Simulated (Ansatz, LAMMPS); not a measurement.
**N in place of O at several sites of amorphous 50HfO2-50SiO2 (mol %) (84 atoms)**

At which site of amorphous 50HfO2-50SiO2 (mol %) (84 atoms) does N in place of O cost least, and what about the site decides it?

Program: Ansatz 0.2.0. Level of theory: Kohn-Sham DFT, PBE, PAW (set soft_2), plane waves. Values are calculated unless marked as measured.

## Step 1: The system as given

The cell holds 84 atoms: 14 Hf, 14 Si and 56 O. Its edges and angles: a = 10.658 Å, b = 10.658 Å, c = 10.658 Å, α = 90.0°, β = 90.0°, γ = 90.0°. 84 atoms (14 Zr, 14 Si, 56 O) placed at random at 3.52 g/cm³, melted at 5000 K for 10 ps at fixed volume with the Morse and Coulomb pair potential with partial charges (Pedone, Malavasi, Menziani, Cormack and Segre, J. Phys. Chem. B 110, 11780 (2006)). Quenched from 5000 K to 300 K at 50 K/ps and fixed volume, held 5 ps, then minimised at fixed cell. Then Zr was replaced by Hf (the potential has no terms for the new elements, so the cell is a start for a DFT relaxation).

What the set-up can't give: The quench rate of 50 K/ps far exceeds what a furnace or splat quench reaches, so expect more defects and frozen-in strain than in a real sample. The network of bonds at the start is that of the classical potential that made the cell, and needn't be the one that DFT or experiment would give. The Brillouin zone is sampled at Γ only, in a cell whose shortest periodic width is 11 Å. No spin–orbit coupling is included, so levels derived from the heavy atoms are approximate.

## Step 2: Single point at the start

The forces at the start show how far the geometry lies from a minimum of this functional.

Contents of input.yaml:

```yaml
crystal:
  lattice:
    - [10.6577, 0.0, 0.0]
    - [0.0, 10.6577, 0.0]
    - [0.0, 0.0, 10.6577]
  atoms:
    - { symbol: Hf, position: [0.38253, 0.81963, 0.15402] }
    - { symbol: Hf, position: [0.48185, 0.22969, 0.23582] }
    - { symbol: Hf, position: [0.2839, 0.44428, 0.13178] }
    - { symbol: Hf, position: [0.75373, 0.12345, 0.59229] }
    - { symbol: Hf, position: [0.00223, 0.31639, 0.94521] }
    - { symbol: Hf, position: [0.77996, 0.78033, 0.67232] }
    - { symbol: Hf, position: [0.28184, 0.67185, 0.89253] }
    - { symbol: Hf, position: [0.85598, 0.65831, 0.40326] }
    - { symbol: Hf, position: [0.68638, 0.43647, 0.12215] }
    - { symbol: Hf, position: [0.96315, 0.5959, 0.92942] }
    - { symbol: Hf, position: [0.03364, 0.86167, 0.08106] }
    - { symbol: Hf, position: [0.0952, 0.78446, 0.65275] }
    - { symbol: Hf, position: [0.70082, 0.73593, 0.14927] }
    - { symbol: Hf, position: [0.1444, 0.11517, 0.21727] }
    - { symbol: Si, position: [0.38025, 0.9144, 0.81378] }
    - { symbol: Si, position: [0.852, 0.03595, 0.86579] }
    - { symbol: Si, position: [0.59519, 0.5751, 0.86864] }
    - { symbol: Si, position: [0.55612, 0.31598, 0.7574] }
    - { symbol: Si, position: [0.28143, 0.19695, 0.79077] }
    - { symbol: Si, position: [0.63925, 0.02193, 0.07353] }
    - { symbol: Si, position: [0.19181, 0.51356, 0.60956] }
    - { symbol: Si, position: [0.45595, 0.43538, 0.50828] }
    - { symbol: Si, position: [0.1764, 0.65084, 0.35307] }
    - { symbol: Si, position: [0.92655, 0.41374, 0.63074] }
    - { symbol: Si, position: [0.84006, 0.97987, 0.2994] }
    - { symbol: Si, position: [0.4666, 0.99764, 0.45912] }
    - { symbol: Si, position: [0.19526, 0.08221, 0.54472] }
    - { symbol: Si, position: [0.54536, 0.71432, 0.42851] }
    - { symbol: O, position: [0.54588, 0.39155, 0.6223] }
    - { symbol: O, position: [0.97837, 0.98101, 0.22818] }
    - { symbol: O, position: [0.859, 0.44729, 0.02078] }
    - { symbol: O, position: [0.26383, 0.81807, 0.75299] }
    - { symbol: O, position: [0.22189, 0.51967, 0.29965] }
    - { symbol: O, position: [0.94759, 0.72071, 0.77391] }
    - { symbol: O, position: [0.86382, 0.28412, 0.60182] }
    - { symbol: O, position: [0.94804, 0.44445, 0.78986] }
    - { symbol: O, position: [0.5386, 0.12564, 0.07749] }
    - { symbol: O, position: [0.02827, 0.2197, 0.10929] }
    - { symbol: O, position: [0.64427, 0.20186, 0.73512] }
    - { symbol: O, position: [0.36818, 0.84299, 0.95458] }
    - { symbol: O, position: [0.89512, 0.17657, 0.86219] }
    - { symbol: O, position: [0.18178, 0.58774, 0.74244] }
    - { symbol: O, position: [0.48512, 0.84603, 0.46176] }
    - { symbol: O, position: [0.50906, 0.89114, 0.75544] }
    - { symbol: O, position: [0.2669, 0.75714, 0.30306] }
    - { symbol: O, position: [0.49214, 0.57941, 0.46268] }
    - { symbol: O, position: [0.80536, 0.82279, 0.29498] }
    - { symbol: O, position: [0.17701, 0.25334, 0.87891] }
    - { symbol: O, position: [0.17004, 0.64938, 0.51509] }
    - { symbol: O, position: [0.12079, 0.47291, 0.00756] }
    - { symbol: O, position: [0.15259, 0.12206, 0.40758] }
    - { symbol: O, position: [0.28684, 0.25102, 0.18418] }
    - { symbol: O, position: [0.21724, 0.18753, 0.6518] }
    - { symbol: O, position: [0.58686, 0.06614, 0.51007] }
    - { symbol: O, position: [0.32518, 0.05281, 0.82122] }
    - { symbol: O, position: [0.83068, 0.03873, 0.43162] }
    - { symbol: O, position: [0.66988, 0.28628, 0.23602] }
    - { symbol: O, position: [0.69195, 0.65402, 0.78857] }
    - { symbol: O, position: [0.54321, 0.72523, 0.2721] }
    - { symbol: O, position: [0.92992, 0.7766, 0.54312] }
    - { symbol: O, position: [0.87715, 0.73484, 0.0562] }
    - { symbol: O, position: [0.73738, 0.01886, 0.19408] }
    - { symbol: O, position: [0.73186, 0.01345, 0.95585] }
    - { symbol: O, position: [0.75413, 0.57408, 0.25276] }
    - { symbol: O, position: [0.03195, 0.67144, 0.31446] }
    - { symbol: O, position: [0.3196, 0.45803, 0.57389] }
    - { symbol: O, position: [0.68637, 0.72171, 0.4995] }
    - { symbol: O, position: [0.07301, 0.43182, 0.58765] }
    - { symbol: O, position: [0.11338, 0.96835, 0.59884] }
    - { symbol: O, position: [0.96488, 0.95941, 0.93044] }
    - { symbol: O, position: [0.63755, 0.60206, 0.01909] }
    - { symbol: O, position: [0.41146, 0.27867, 0.79174] }
    - { symbol: O, position: [0.61108, 0.42158, 0.85738] }
    - { symbol: O, position: [0.20732, 0.94429, 0.13667] }
    - { symbol: O, position: [0.4474, 0.0444, 0.31081] }
    - { symbol: O, position: [0.45292, 0.60181, 0.84183] }
    - { symbol: O, position: [0.81175, 0.97449, 0.72129] }
    - { symbol: O, position: [0.57609, 0.87981, 0.09424] }
    - { symbol: O, position: [0.33182, 0.63109, 0.07959] }
    - { symbol: O, position: [0.48145, 0.40612, 0.12966] }
    - { symbol: O, position: [0.45247, 0.33567, 0.39897] }
    - { symbol: O, position: [0.33892, 0.0288, 0.52734] }
    - { symbol: O, position: [0.11179, 0.72304, 0.97278] }
    - { symbol: O, position: [0.86291, 0.52765, 0.5515] }
kpoints:
  mp_grid: { grid: [1, 1, 1] }
hamiltonian:
  xc: pbe
scf:
  occupations: { method: fermi_dirac, width: 0.025 }
output:
  forces: true
```

The run is started by

```
$ ansatz run input.yaml --threads 4 --pin off --max-ram 8192MiB --backend cpu --events-out ev --progress --plain --runs-dir out
```

The log of the run:

```text
[...]
Pseudopotentials: kind: paw
Pseudopotential: Hf, paw, valence charge 26, recommended cutoff 420 eV (normal), Hf.paw.azcp
Pseudopotential: Si, paw, valence charge 4, recommended cutoff 420 eV (normal), Si.paw.azcp
Pseudopotential: O, paw, valence charge 6, recommended cutoff 420 eV (normal), O.paw.azcp
[... 5 lines on functional and potentials left out ...]
Crystal: 84 atoms, lattice volume = 1210.572 Å³
Basis set: ecut = 420 eV, 23703 PW (Γ), exchange–correlation on 144×144×144 points (8 copies of the dense FFT grid, shifted against one another)
Bands: 462, of which v1, the nominal top of the filled ones, is band 378 counted from 1 (377 counted from 0)
Symmetry: 1 space group operations
Space group: P1 (ITA 1), of the structure as read, at distance tolerance 1.1e-4 Å
k-points: 1
[... 7 lines on functional and potentials left out ...]
Initial density: superposition of atomic densities (neutral atoms: chi_scale 0, normalization atom), corrected by the library's trained network
Initial wavefunctions: pseudopotential atomic-orbital guess
[...]
SCF iter   1: F=—  HF=-260882.404349 eV  |F-HF|=—  |Δ(HF+E_count)|=         —  Δρ=3.49e-3  dr2=1.40e-1  ethr=1.77e-3  ⟨swp⟩=6.0  Hψ=1731  notcnv=0  defer=58
preconditioner: auto → Resta (q_TF=auto, 2.522 Å⁻¹)  ε∞=4.0  [insulator: Δε(μ)=2.367 eV  Ē_g=16.627 eV  σ=0.025 eV  W_gap=1.00  n_scr=340 (ndim 8)  ℏωp=28.8 eV  f_vac=0.194  D(μ)=0.00/eV (n_scr^D=0)  ε∞_Penn≈4.0]
SCF iter   2: F=—  HF=-260882.392290 eV  |F-HF|=—  |Δ(HF+E_count)|=   1.21e-2  Δρ=1.76e-3  dr2=2.84e-2  ethr=1.86e-5  ⟨swp⟩=2.0  Hψ=817  notcnv=0  defer=76
SCF iter   3: F=—  HF=-260882.394048 eV  |F-HF|=—  |Δ(HF+E_count)|=   1.76e-3  Δρ=8.08e-4  dr2=9.31e-3  ethr=3.76e-6  ⟨swp⟩=2.0  Hψ=673  notcnv=0  defer=52
automatic band count: iteration 3 solves 438 bands in place of 462: the levels show a gap, and the empty bands left out lie too high to hold charge; the band table lists the bands solved (type scf.n_extra_bands for more)
SCF iter   4: F=—  HF=-260882.395538 eV  |F-HF|=—  |Δ(HF+E_count)|=   1.49e-3  Δρ=2.47e-4  dr2=9.28e-4  ethr=1.23e-6  ⟨swp⟩=2.0  Hψ=667  notcnv=0  defer=52
SCF iter   5: F=—  HF=-260882.395569 eV  |F-HF|=—  |Δ(HF+E_count)|=   3.06e-5  Δρ=1.45e-4  dr2=2.84e-4  ethr=1.23e-7  ⟨swp⟩=2.0  Hψ=762  notcnv=0  defer=52
[...]
SCF iter   9: F=—  HF=-260882.397236 eV  |F-HF|=—  |Δ(HF+E_count)|=   1.48e-6  Δρ=7.94e-6  dr2=7.38e-7  ethr=2.49e-10  ⟨swp⟩=2.0  Hψ=708  notcnv=0  defer=52
SCF iter  10: F=-260882.397236 eV  HF=-260882.397236 eV  |F-HF|=5.37e-8  |Δ(HF+E_count)|=   5.02e-8  Δρ=2.08e-6  dr2=6.50e-8  ethr=1.32e-11  ⟨swp⟩=3.0  Hψ=1527  notcnv=0
SCF 1 converged in 10 iterations: F = -260882.397236 eV  dr2 = 6.50e-8
[...]
SCF converged after 10 iterations
Free energy (F): -260882.397236 eV
Harris-Foulkes:  -260882.397236 eV  (|F-HF|=5.37e-8)
Internal energy: -260882.397236 eV  (E = F + TS)
E sigma→0 (E₀):  -260882.397236 eV
Fermi energy:    8.413273 eV
--- Per-component energies (eV) ---
[...]
Σ components = -260882.397236   (vs F -260882.397236, Δ=0.00e0)
--- Forces (eV/Å), atoms counted from 1 ---
  atom   1  Hf    -0.95891221    -0.74820199     0.16953936
  atom   2  Hf     1.08186646     0.04591707     0.56913444
  atom   3  Hf    -0.29289662     0.88107009     1.22766815
  atom   4  Hf    -1.59118620     0.63086445     0.21913388
[...]
atom  84  O     -0.66044944     0.99351029    -1.01387573
  max |Σ_I F_I| component: 2.46e-4 eV/Å
```

Elapsed: 62 s, on 4 threads of Intel Xeon at 2.50GHz (Skylake/Cascade Lake), shared host; peak memory 1.8 GiB; 99 s of CPU time.

The r.m.s. force at the start is 0.97 eV/Å.

## Step 3: Relaxation

With the cell held, the atoms are moved downhill towards a nearby minimum.

Contents of input.yaml:

```yaml
crystal:
  lattice:
    - [10.6577, 0.0, 0.0]
    - [0.0, 10.6577, 0.0]
    - [0.0, 0.0, 10.6577]
  atoms:
    [... the 84 atom lines of step 2 ...]
kpoints:
  mp_grid: { grid: [1, 1, 1] }
hamiltonian:
  xc: pbe
scf:
  occupations: { method: fermi_dirac, width: 0.025 }
output:
  forces: true
relax:
  f_tol: 0.05
  max_steps: 150
```

The log of the run:

```text
[...]
Crystal: 84 atoms, lattice volume = 1210.572 Å³
Basis set: ecut = 420 eV, 23703 PW (Γ), exchange–correlation on 144×144×144 points (8 copies of the dense FFT grid, shifted against one another)
Bands: 462, of which v1, the nominal top of the filled ones, is band 378 counted from 1 (377 counted from 0)
Symmetry: 1 space group operations
[...]
k-points: 1
[...]
SCF iter   1: F=—  HF=-260882.404349 eV  |F-HF|=—  |Δ(HF+E_count)|=         —  Δρ=3.49e-3  dr2=1.40e-1  ethr=1.77e-3  ⟨swp⟩=6.0  Hψ=1731  notcnv=0  defer=58
[...]
SCF iter   6: F=-260882.397216 eV  HF=-260882.397216 eV  |F-HF|=1.69e-7  |Δ(HF+E_count)|=   2.84e-5  Δρ=5.88e-5  dr2=4.95e-5  ethr=8.27e-9  ⟨swp⟩=2.0  Hψ=1606  notcnv=0
SCF 1 converged in 6 iterations: F = -260882.397216 eV  dr2 = 4.95e-5
[...]
relax step   1: F+E_penalty+E_count = -260882.39721612 eV  Δ(F+E_penalty+E_count) = +0.000e0 eV  max|allowed force component| = 2.959e0 eV/Å  Δτ_max = 0.0000 Å  (6 SCF iters, dr2 threshold 6.25e-5 eV, accepted)
[...]
relax step   2: F+E_penalty+E_count = -260884.54261558 eV  Δ(F+E_penalty+E_count) = -2.145e0 eV  max|allowed force component| = 1.658e0 eV/Å  Δτ_max = 0.1628 Å  (8 SCF iters, dr2 threshold 1.00e-4 eV, accepted)
[...]
relax step   3: F+E_penalty+E_count = -260885.21438925 eV  Δ(F+E_penalty+E_count) = -6.718e-1 eV  max|allowed force component| = 1.083e0 eV/Å  Δτ_max = 0.0974 Å  (6 SCF iters, dr2 threshold 1.00e-4 eV, accepted)
relax step   4: F+E_penalty+E_count = -260885.16905740 eV  Δ(F+E_penalty+E_count) = +4.533e-2 eV  max|allowed force component| = 3.511e0 eV/Å  Δτ_max = 0.2000 Å  (8 SCF iters, dr2 threshold 1.00e-4 eV, rejected (line search))
relax step   5: F+E_penalty+E_count = -260885.72223813 eV  Δ(F+E_penalty+E_count) = -5.078e-1 eV  max|allowed force component| = 2.947e-1 eV/Å  Δτ_max = 0.0967 Å  (11 SCF iters, accepted)
relax step   6: F+E_penalty+E_count = -260885.82936432 eV  Δ(F+E_penalty+E_count) = -1.071e-1 eV  max|allowed force component| = 1.181e-1 eV/Å  Δτ_max = 0.1000 Å  (8 SCF iters, dr2 threshold 6.43e-6 eV, accepted)
relax step   7: F+E_penalty+E_count = -260885.85971816 eV  Δ(F+E_penalty+E_count) = -3.035e-2 eV  max|allowed force component| = 2.449e-1 eV/Å  Δτ_max = 0.1500 Å  (10 SCF iters, accepted)
relax step   8: F+E_penalty+E_count = -260885.86976218 eV  Δ(F+E_penalty+E_count) = -1.004e-2 eV  max|allowed force component| = 2.120e-1 eV/Å  Δτ_max = 0.0496 Å  (7 SCF iters, dr2 threshold 9.63e-6 eV, accepted)
relax step   9: F+E_penalty+E_count = -260885.91683843 eV  Δ(F+E_penalty+E_count) = -4.708e-2 eV  max|allowed force component| = 7.233e-1 eV/Å  Δτ_max = 0.2000 Å  (7 SCF iters, dr2 threshold 3.37e-5 eV, accepted)
relax step  10: F+E_penalty+E_count = -260885.86565800 eV  Δ(F+E_penalty+E_count) = +5.118e-2 eV  max|allowed force component| = 1.416e0 eV/Å  Δτ_max = 0.1555 Å  (7 SCF iters, dr2 threshold 1.00e-4 eV, rejected (line search))
relax step  11: F+E_penalty+E_count = -260886.00115401 eV  Δ(F+E_penalty+E_count) = -8.432e-2 eV  max|allowed force component| = 3.973e-1 eV/Å  Δτ_max = 0.0778 Å  (11 SCF iters, accepted)
relax step  12: F+E_penalty+E_count = -260886.06295044 eV  Δ(F+E_penalty+E_count) = -6.180e-2 eV  max|allowed force component| = 2.089e-1 eV/Å  Δτ_max = 0.0986 Å  (7 SCF iters, dr2 threshold 4.76e-5 eV, accepted)
relax step  13: F+E_penalty+E_count = -260886.09416620 eV  Δ(F+E_penalty+E_count) = -3.122e-2 eV  max|allowed force component| = 1.994e-1 eV/Å  Δτ_max = 0.1500 Å  (8 SCF iters, dr2 threshold 1.21e-5 eV, accepted)
relax step  14: F+E_penalty+E_count = -260886.10896592 eV  Δ(F+E_penalty+E_count) = -1.480e-2 eV  max|allowed force component| = 1.504e-1 eV/Å  Δτ_max = 0.0231 Å  (6 SCF iters, dr2 threshold 1.10e-5 eV, accepted)
relax step  15: F+E_penalty+E_count = -260886.12226672 eV  Δ(F+E_penalty+E_count) = -1.330e-2 eV  max|allowed force component| = 1.403e-1 eV/Å  Δτ_max = 0.2000 Å  (8 SCF iters, dr2 threshold 1.29e-5 eV, accepted)
relax step  16: F+E_penalty+E_count = -260886.12909188 eV  Δ(F+E_penalty+E_count) = -6.825e-3 eV  max|allowed force component| = 1.512e-1 eV/Å  Δτ_max = 0.0686 Å  (7 SCF iters, dr2 threshold 1.12e-5 eV, accepted)
relax step  17: F+E_penalty+E_count = -260886.15607641 eV  Δ(F+E_penalty+E_count) = -2.698e-2 eV  max|allowed force component| = 1.128e-1 eV/Å  Δτ_max = 0.2000 Å  (7 SCF iters, dr2 threshold 1.99e-5 eV, accepted)
relax step  18: F+E_penalty+E_count = -260886.16842663 eV  Δ(F+E_penalty+E_count) = -1.235e-2 eV  max|allowed force component| = 1.578e-1 eV/Å  Δτ_max = 0.1893 Å  (8 SCF iters, dr2 threshold 7.08e-6 eV, accepted)
relax step  19: F+E_penalty+E_count = -260886.17172021 eV  Δ(F+E_penalty+E_count) = -3.294e-3 eV  max|allowed force component| = 1.326e-1 eV/Å  Δτ_max = 0.0570 Å  (6 SCF iters, dr2 threshold 1.39e-5 eV, accepted)
relax step  20: F+E_penalty+E_count = -260886.13259491 eV  Δ(F+E_penalty+E_count) = +3.913e-2 eV  max|allowed force component| = 2.577e-1 eV/Å  Δτ_max = 0.2000 Å  (8 SCF iters, dr2 threshold 1.24e-5 eV, rejected (line search))
relax step  21: F+E_penalty+E_count = -260886.17990897 eV  Δ(F+E_penalty+E_count) = -8.189e-3 eV  max|allowed force component| = 7.247e-2 eV/Å  Δτ_max = 0.0623 Å  (11 SCF iters, accepted)
[...]
relax step  22: F+E_penalty+E_count = -260886.18348833 eV  Δ(F+E_penalty+E_count) = -3.579e-3 eV  max|allowed force component| = 3.049e-2 eV/Å  Δτ_max = 0.0389 Å  (9 SCF iters, accepted)
SCF converged after 9 iterations
Free energy (F): -260886.183488 eV
[...]
Internal energy: -260886.183488 eV  (E = F + TS)
E sigma→0 (E₀):  -260886.183488 eV
Fermi energy:    7.896612 eV
[...]
--- Forces (eV/Å), atoms counted from 1 ---
  atom   1  Hf     0.00449297     0.01786357    -0.00943488
  atom   2  Hf    -0.02773956    -0.02475119     0.00828766
  atom   3  Hf    -0.01286481     0.00383718    -0.00294510
  atom   4  Hf    -0.01928572    -0.01657845    -0.00449673
  atom   5  Hf     0.00961557    -0.01087538     0.00298964
  atom   6  Hf     0.01234562     0.00195069     0.01757382
  atom   7  Hf     0.00199893     0.00381862    -0.00116741
  atom   8  Hf    -0.00307311     0.01540341     0.00788974
  atom   9  Hf     0.00863541     0.00181281     0.00713981
  atom  10  Hf     0.01060402     0.03048578     0.00704138
  atom  11  Hf    -0.00421622     0.01053254    -0.00299484
  atom  12  Hf     0.01078728     0.00538312     0.00225612
  atom  13  Hf     0.00415383    -0.01580921    -0.00895997
  atom  14  Hf     0.00174367     0.00205680    -0.00023672
[...]
atom  83  O     -0.01374732    -0.00521058     0.00230161
  atom  84  O     -0.00337977    -0.00231677     0.00394072
  max |Σ_I F_I| component: 4.31e-5 eV/Å
--- Relaxed structure (22 steps of the walk, 19 accepted, 0 SCFs on fresh bases) ---
  F+E_penalty+E_count = -260886.18348833 eV   max|allowed force component| = 3.049e-2 eV/Å
  atoms:
    - { symbol: Hf, position: [0.371158, 0.804532, 0.151290] }
    - { symbol: Hf, position: [0.501339, 0.248252, 0.250641] }
    - { symbol: Hf, position: [0.292814, 0.445825, 0.142350] }
    - { symbol: Hf, position: [0.751923, 0.131084, 0.581399] }
[...]
- { symbol: O, position: [0.859089, 0.518279, 0.517179] }
```

Wall time 12 min (4 threads); peak memory 1.8 GiB; 31 min of CPU time.

The relaxation converged after 22 steps, 3.79 eV below its start, with a largest force component of 0.030 eV/Å.

[end of part 1 of 5]

[Long decimals in the printed logs are rounded to 6 places.]

[Logs are printed without paths, hosts, clocks, repeated set-up lines and the standing remarks that a program may print on its own settings, such as how far it seeks lower states.]

[Hosts, paths, dates, database ids (printed as entryN), source tags and the programs' standing remarks are cut or masked in the printed files.]
